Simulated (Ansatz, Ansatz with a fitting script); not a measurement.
Planning a run of Ansatz 0.2.0 on Diamond (Fd-3m, 2 atoms a cell). The input:

```yaml
crystal:
  lattice:
    - [0.0, 1.8126107709, 1.8126107709]
    - [1.8126107709, 0.0, 1.8126107709]
    - [1.8126107709, 1.8126107709, 0.0]
  atoms:
    - { symbol: C, position: [0.5, 0.5, 0.5] }
    - { symbol: C, position: [0.75, 0.75, 0.75] }
kpoints:
  mp_grid: { grid: [8, 8, 8] }
hamiltonian:
  xc: lda
  pseudopotentials: { kind: nc, xc_functional: pbe }
scf:
  occupations: { method: fixed }
  lower_state_search: "off"
  convergence: { dr2_threshold: 1.0e-09 }
output:
  rpa_energy:
    ecut_chi_ladder: [96, 112, 128, 144, 160]
    long_wavelength: optical_limit
    n_empty_bands: 54
basis:
  ecutwfc: 1115.666836
  xc_grid: 3
```

```sh
ansatz run input.yaml --threads 4 --pin off --max-ram 18432MiB --backend cpu --events-out ev --progress --plain --runs-dir out
```

Estimate wall time and host memory on 4 threads of Arm Neoverse V1, shared host.

It took 30 s; on shared hardware allow 15 s to 60 s. Peak host memory was 0.33 GiB.

[Paths, hosts, dates, memory and timing lines, banners, echoed tables and standing remarks are left out of the program output.]

[Logs are printed without paths, hosts, clocks, repeated set-up lines and the standing remarks that a program may print on its own settings, such as how far it seeks lower states.]

[Runs of the session that timed out or met a known fault of the program may be left out.]

[Hosts, paths, dates, database ids (printed as entryN), source tags and the programs' standing remarks are cut or masked in the printed files.]
